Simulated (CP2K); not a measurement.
The N K edge of nitrosoethylene was computed by TDDFT (CP2K XAS_TDP, aug-cc-pVDZ, TDA) at these levels: PBE, PBEh(45%) and PBEh(45%) + GW2X. The first three lines of N3 (bonded to C and O) with a strength over 0.0015, energy in eV and strength:

```csv
run,first,second,third
1,400.37 (0.066),407.05 (0.009),408.45 (0.003)
2,394.37 (0.067),401.05 (0.009),402.44 (0.003)
3,380.14 (0.031),383.13 (0.018),383.67 (0.003)
```

Which run is which?

Run 1: PBEh(45%) + GW2X (45 % exact exchange). Run 2: PBEh(45%) (45 % exact exchange). Run 3: PBE (0 % exact exchange). Self-interaction lifts the core level, so the uncorrected lines rise with the share of exact exchange. The GW2X run keeps the spacings of its parent: 6.68 eV between the first two lines in run 1, 6.68 eV in run 2. Its shift is +6.00 eV, since the Kohn–Sham level at this share of exchange lies that far above the quasiparticle level.

[Banner, clock and machine lines of the logs are left out without a mark of their own.]

[Logs are printed without paths, hosts, clocks, repeated set-up lines and the standing remarks that a program may print on its own settings, such as how far it seeks lower states.]

[Hosts, paths, dates, database ids (printed as entryN), source tags and the programs' standing remarks are cut or masked in the printed files.]
